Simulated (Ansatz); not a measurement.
# Te on Au(110): change of the work function, part 5 of 5

Aim: the work function of Au(110) at several coverages of Te (longbridge site), and the dipole that each adsorbate carries.

Ansatz 0.2.0; plane-wave DFT, PBE, Ansatz PAW.

So far, work function, upper face (eV): step 2 (the clean slab) 4.99; step 5 (adsorbate added, k-mesh 7×10×1, coverage 1 ML) 4.45; step 7 (the slab at 0.25 ML, atoms frozen) 4.93; step 8 (the substrate of the 0.25 ML cell alone) 4.95; step 9 (the adsorbate layer of the 0.25 ML cell alone) 5.27.

### Step 11. The same run with other settings: accuracy = "high"

This step: plane-wave DFT, PBE, Ansatz PAW (Ansatz 0.2.0).

System of this step: Te/Au(110). The cell holds 6 atoms: 5 Au and 1 Te. Its edges and angles: a = 4.080 Å, b = 2.885 Å, c = 25.962 Å, α = 90.0°, β = 90.0°, γ = 90.0°. Vacuum lies along c.

A run with a changed input: it repeats the earlier run at 1 ML with accuracy to high.

File input.yaml:

```yaml
crystal:
  lattice:
    - [4.08, 0.0, 0.0]
    - [0.0, 2.8849956672, 0.0]
    - [0.0, 0.0, 25.9622442327]
  atoms:
    - { symbol: Au, position: [0.0, 0.0, 0.3466572427] }
    - { symbol: Au, position: [0.5, 0.5, 0.4022186118] }
    - { symbol: Au, position: [0.0, 0.0, 0.461507443] }
    - { symbol: Au, position: [0.5, 0.5, 0.5226333043] }
    - { symbol: Au, position: [0.0, 0.0, 0.575203262] }
    - { symbol: Te, position: [0.5, 0.0, 0.6533427573] }
kpoints:
  mp_grid: { grid: [7, 10, 1] }
hamiltonian:
  xc: pbe
scf:
  occupations: { method: fermi_dirac, width: 0.1 }
  convergence: { dr2_threshold: 1.0e-08 }
efield:
  axis: 3
  dipole_correction: true
  ramp_position: 0.97
  ramp_width: 0.06
relax:
  f_tol: 0.02
  max_steps: 60
  constraints: [{ sites: [0, 1] }]
output:
  bader: true
  write_potential: true
  write_density: true
  volumetric_format: npy
accuracy: high
```

The run is started by

```
> ansatz run input.yaml --threads 4 --pin off --max-ram 12288MiB --backend cpu --events-out ev --progress --plain --runs-dir out
```

Numbers of over 12 decimals in the logs are rounded to 6 here.

The log of the run:

```text
[...]
Crystal: 6 atoms, lattice volume = 305.596 Å³
Basis set: ecut = 420 eV, 5967 PW (Γ), exchange–correlation on 64×48×400 points (8 copies of the dense FFT grid, shifted against one another)
Bands: 67, of which v1, the nominal top of the filled ones, is band 56 counted from 1 (55 counted from 0)
Symmetry: 4 space group operations
[...]
k-points: 24 of 70
[...]
SCF iter   1: F=—  HF=-72725.641664 eV  |F-HF|=—  |Δ(HF+E_count)|=         —  Δρ=3.04e-3  dr2=7.65e-1  ethr=1.77e-3  p=0.003 e·Å  D=1.97e-3 V/Å  ΔV_dip=-0.05 eV  dr2_dipole=3.92e-1  V_vac-E_F(+/−)=4.42/4.47 eV  ⟨swp⟩=7.9  Hψ=6890  notcnv=0  defer=29
[...]
SCF iter   9: F=-72725.615501 eV  HF=-72725.615501 eV  |F-HF|=8.99e-9  |Δ(HF+E_count)|=   1.54e-8  Δρ=4.59e-7  dr2=8.04e-10  ethr=9.01e-12  p=0.035 e·Å  D=2.05e-2 V/Å  ΔV_dip=-0.53 eV  dr2_dipole=1.43e-12  V_vac-E_F(+/−)=4.51/5.05 eV  ⟨swp⟩=9.7  Hψ=10434  notcnv=0
SCF 1 converged in 9 iterations: F = -72725.615501 eV  dr2 = 8.04e-10
[...]
relax step   1: F+E_penalty+E_count = -72725.61550122 eV  Δ(F+E_penalty+E_count) = +0.000e0 eV  max|allowed force component| = 6.686e-1 eV/Å  Δτ_max = 0.0000 Å  (9 SCF iters, accepted)
[...]
SCF iter   8: F=-72725.661821 eV  HF=-72725.661821 eV  |F-HF|=7.57e-9  |Δ(HF+E_count)|=   6.70e-8  Δρ=1.01e-6  dr2=3.56e-9  ethr=9.01e-12  p=0.038 e·Å  D=2.25e-2 V/Å  ΔV_dip=-0.58 eV  dr2_dipole=1.81e-10  V_vac-E_F(+/−)=4.48/5.06 eV  ⟨swp⟩=10.2  Hψ=11088  notcnv=0
SCF 2 converged in 8 iterations: F = -72725.661821 eV  dr2 = 3.56e-9
relax step   2: F+E_penalty+E_count = -72725.66182105 eV  Δ(F+E_penalty+E_count) = -4.632e-2 eV  max|allowed force component| = 4.246e-1 eV/Å  Δτ_max = 0.1944 Å  (8 SCF iters, accepted)
SCF iter   1: F=—  HF=-72725.683071 eV  |F-HF|=—  |Δ(HF+E_count)|=         —  Δρ=2.54e-3  dr2=6.49e-2  ethr=1.44e-4  p=0.038 e·Å  D=2.25e-2 V/Å  ΔV_dip=-0.58 eV  dr2_dipole=1.91e-2  V_vac-E_F(+/−)=4.44/5.03 eV  ⟨swp⟩=5.8  Hψ=4887  notcnv=0  defer=71
[...]
SCF iter   8: F=-72725.678453 eV  HF=-72725.678453 eV  |F-HF|=8.09e-9  |Δ(HF+E_count)|=   4.58e-8  Δρ=6.27e-7  dr2=1.24e-9  ethr=9.01e-12  p=0.043 e·Å  D=2.54e-2 V/Å  ΔV_dip=-0.66 eV  dr2_dipole=5.60e-12  V_vac-E_F(+/−)=4.40/5.06 eV  ⟨swp⟩=9.3  Hψ=10502  notcnv=0
SCF 3 converged in 8 iterations: F = -72725.678453 eV  dr2 = 1.24e-9
relax step   3: F+E_penalty+E_count = -72725.67845317 eV  Δ(F+E_penalty+E_count) = -1.663e-2 eV  max|allowed force component| = 1.916e-1 eV/Å  Δτ_max = 0.1107 Å  (8 SCF iters, accepted)
[...]
relax step   4: F+E_penalty+E_count = -72725.68356853 eV  Δ(F+E_penalty+E_count) = -5.115e-3 eV  max|allowed force component| = 2.776e-2 eV/Å  Δτ_max = 0.0517 Å  (7 SCF iters, accepted)
SCF iter   1: F=—  HF=-72725.683857 eV  |F-HF|=—  |Δ(HF+E_count)|=         —  Δρ=1.15e-4  dr2=2.17e-4  ethr=8.98e-7  p=0.040 e·Å  D=2.38e-2 V/Å  ΔV_dip=-0.62 eV  dr2_dipole=8.22e-5  V_vac-E_F(+/−)=4.45/5.06 eV  ⟨swp⟩=2.2  Hψ=3005  notcnv=0  defer=71
[...]
SCF iter   5: F=-72725.683671 eV  HF=-72725.683671 eV  |F-HF|=1.95e-8  |Δ(HF+E_count)|=  6.84e-10  Δρ=1.14e-6  dr2=5.35e-9  ethr=9.01e-12  p=0.040 e·Å  D=2.35e-2 V/Å  ΔV_dip=-0.61 eV  dr2_dipole=7.66e-10  V_vac-E_F(+/−)=4.45/5.06 eV  ⟨swp⟩=10.5  Hψ=11647  notcnv=0
SCF 5 converged in 5 iterations: F = -72725.683671 eV  dr2 = 5.35e-9
relax step   5: F+E_penalty+E_count = -72725.68367106 eV  Δ(F+E_penalty+E_count) = -1.025e-4 eV  max|allowed force component| = 1.949e-3 eV/Å  Δτ_max = 0.0038 Å  (5 SCF iters, accepted)
[...]
WARN: The input density's exchange-correlation potential varies sharply where the density is thin. Do not read a vacuum level from v_tot or v_xc, or from such a field of the output density. On a cell that repeats whose density bears no net charge and no dipole along the vacuum's axis use v_es (v_loc + v_h of the components); under efield.dipole_correction with no amplitude use v_es + v_field, which holds any external [...]
SCF converged after 5 iterations
Free energy (F): -72725.683671 eV
[...]
Internal energy: -72725.612097 eV  (E = F + TS)
E sigma→0 (E₀):  -72725.647884 eV
Entropy (-TS):   -0.071574 eV (-11.929 meV/atom)
Fermi energy:    3.772188 eV
Dipole field:    D = 0.023502 V/Å  (p = 0.039692 e·Å, saw-weighted, corrected)
Work function:   Φ+ = 4.4505 eV   Φ− = 5.0607 eV
[...]
--- Forces (eV/Å), atoms counted from 1 ---
  atom   1  Au    -0.00000000     0.00000000     0.27943154
  atom   2  Au     0.00000000    -0.00000000    -0.28105528
  atom   3  Au     0.00000000    -0.00000000     0.00194933
  atom   4  Au    -0.00000000    -0.00000000    -0.00030691
  atom   5  Au    -0.00000000     0.00000000    -0.00141188
  atom   6  Te     0.00000000    -0.00000000     0.00137926
  max |Σ_I F_I| component: 1.39e-5 eV/Å
--- Band table (eV; the first three rows and the last of 24) ---
  k-point 0: bands = [... 52 lower, 1.7499, 2.1474, 2.7751, 2.8004, 4.8832, 6.5630, 6.8110, 7.8315, ... 7 higher]
  k-point 1: bands = [... 52 lower, 1.8538, 1.9692, 2.9625, 3.0025, 5.0857, 6.6172, 7.1004, 7.1812, ... 7 higher]
  k-point 2: bands = [... 52 lower, 1.7876, 2.1144, 3.4096, 3.4585, 3.9603, 5.7489, 7.6238, 8.4208, ... 7 higher]
  k-point 23: bands = [... 52 lower, 2.9634, 3.1950, 4.0724, 5.1684, 5.9995, 6.9704, 7.1412, 7.2862, ... 7 higher]
--- Relaxed structure (5 steps of the walk, 5 accepted, 0 SCFs on fresh bases) ---
  F+E_penalty+E_count = -72725.68367106 eV   max|allowed force component| = 1.949e-3 eV/Å
  atoms:
    - { symbol: Au, position: [0.0, 0.0, 0.3466572427] }
    - { symbol: Au, position: [0.5, 0.500000, 0.402219] }
    - { symbol: Au, position: [0, 0, 0.463799] }
    - { symbol: Au, position: [0.5, 0.500000, 0.520585] }
    - { symbol: Au, position: [0, 0, 0.581097] }
    - { symbol: Te, position: [0.5, 0, 0.655330] }
--- Bader charges: 6 sites ---
  site symbol  charge [e]  shift [e]
     0     Au     -0.0369     0.0000
     1     Au      0.0172     0.0000
     2     Au      0.0186     0.0000
     3     Au      0.0006     0.0000
     4     Au     -0.1009     0.0000
     5     Te      0.1013     0.0000
  estimated error of the sums over rays = 4.4e-4 e
```

Wall time 64 s (4 threads of Arm Neoverse V1, shared host); peak memory 0.84 GiB; 4.1 min of CPU time.

Relaxation path:

| step | energy less that of the first step (eV) | largest force component (eV/Å) |
| --- | --- | --- |
| 1 | 0.0000 | 0.6686 |
| 2 | -0.0463 | 0.4246 |
| 3 | -0.0630 | 0.1916 |
| 4 | -0.0681 | 0.0278 |
| 5 | -0.0682 | 0.0019 |

The run keeps the 4 symmetry operations that it works with, so distortions that break them were not tested.

The atoms that moved most (Å):

| atom | dx | dy | dz | length |
| --- | --- | --- | --- | --- |
| Au5 | 0.000 | 0.000 | 0.153 | 0.153 |
| Au3 | 0.000 | 0.000 | 0.059 | 0.059 |
| Au4 | 0.000 | 0.000 | -0.053 | 0.053 |
| Te6 | 0.000 | 0.000 | 0.052 | 0.052 |

The relaxed structure:

```xyz
6
Lattice="4.0800 0.0000 0.0000 0.0000 2.8850 0.0000 0.0000 0.0000 25.9622" Properties=species:S:1:pos:R:3
Au    0.0000    0.0000    9.0000
Au    2.0400    1.4425   10.4425
Au    0.0000    0.0000   12.0413
Au    2.0400    1.4425   13.5156
Au    0.0000    0.0000   15.0866
Te    2.0400    0.0000   17.0138
```

This step gave:

```
energy at zero smearing        : -72725.6479 eV
work function, upper face      : 4.450 eV
work function, lower face      : 5.061 eV
dipole along the normal        : 0.03969 e·Å
step between the vacuum levels : -0.6102 eV
```

| quantity | this run | earlier run | difference |
| --- | --- | --- | --- |
| work function, upper face (eV) | 4.450 | 4.450 | 1.6e-5 |
| work function, lower face (eV) | 5.061 | 5.061 | -1.4e-5 |
| dipole along the normal (e·Å) | 0.03969 | 0.03969 | -3.0e-6 |

Nothing in the table moves by 0.01 in its unit (for the dipole 0.5 % and 5e-5 e·Å).

### Step 12. Varying the input

System of this step: Au(110). The cell holds 5 atoms: 5 Au. Its edges and angles: a = 4.080 Å, b = 2.885 Å, c = 23.770 Å, α = 90.0°, β = 90.0°, γ = 90.0°. Vacuum lies along c.

An input spoilt on purpose, to show how the run answers: it repeats the earlier run at 0 ML with scf.occupations from method: fermi_dirac, width: 0.1 removed, and scf.max_iter set to 100.

input.yaml, the sections that differ from step 11:

```yaml
crystal:
  lattice:
    - [4.08, 0.0, 0.0]
    - [0.0, 2.8849956672, 0.0]
    - [0.0, 0.0, 23.7699913345]
  atoms:
    - { symbol: Au, position: [0.0, 0.0, 0.3786286614] }
    - { symbol: Au, position: [0.5, 0.5, 0.4393143307] }
    - { symbol: Au, position: [0.0, 0.0, 0.5] }
    - { symbol: Au, position: [0.5, 0.5, 0.5606856693] }
    - { symbol: Au, position: [0.0, 0.0, 0.6213713386] }
scf:
  convergence: { dr2_threshold: 1.0e-08 }
  max_iter: 100
output:
  write_potential: true
  write_density: true
  volumetric_format: npy
# kpoints, hamiltonian, efield, relax: as in step 11
# accuracy: removed
```

The log of the run:

```text
Error: YAML parse error: `scf.occupations.method` is required: fixed only where the cell keeps a band gap throughout the run, explicit beside scf.occupations.values (under evaluate: without them), else a smearing such as fermi_dirac (scf.occupations.width is optional; its entry in the input reference gives the default)
```

The job ended after 0.02 s (4 threads; peak memory 0.016 GiB).

The input was rejected at the start.

The program's message: “Error: YAML parse error: `scf.occupations.method` is required: fixed only where the cell keeps a band gap throughout the run, explicit beside scf.occupations.values (under evaluate: without them), els …”

The fault put into the input: no occupation method.

### Step 13. Summary of results

```
work function of the clean face                                                           : 4.99 eV
work function at 0.25 ML                                                                  : 4.93 eV
work function at 0.5 ML                                                                   : 4.92 eV
work function at 1 ML                                                                     : 4.45 eV
dipole per adsorbate at 0.25 ML, positive end outwards                                    : 0.04 D
step of the potential from the moved charge at 0.25 ML, upper less lower side, atoms held : -0.0391 eV
```

**Reading.** At the lowest coverage Te changes the work function of Au(110) by under 0.15 eV, within the error of so thin a slab; the largest change, -0.54 eV, comes at higher coverage. At the highest coverage the adsorbates are pressed to about 2.9 Å, closer than unbonded atoms of this kind usually come, so a real layer may not reach it. The slab has 5 layers, at the tabulated experimental lattice constant, one starting site was run, and quantum-size effects of a slab this thin can reach one or two tenths of an eV.

[Logs are printed without paths, hosts, clocks, repeated set-up lines and the standing remarks that a program may print on its own settings, such as how far it seeks lower states.]

[Hosts, paths, dates, database ids (printed as entryN), source tags and the programs' standing remarks are cut or masked in the printed files.]

[Maps of the electrostatic potential energy from Ansatz leave out the sawtooth potential of an applied field or a dipole correction, so their vacuum need not be flat; planar profiles and work functions include it.]
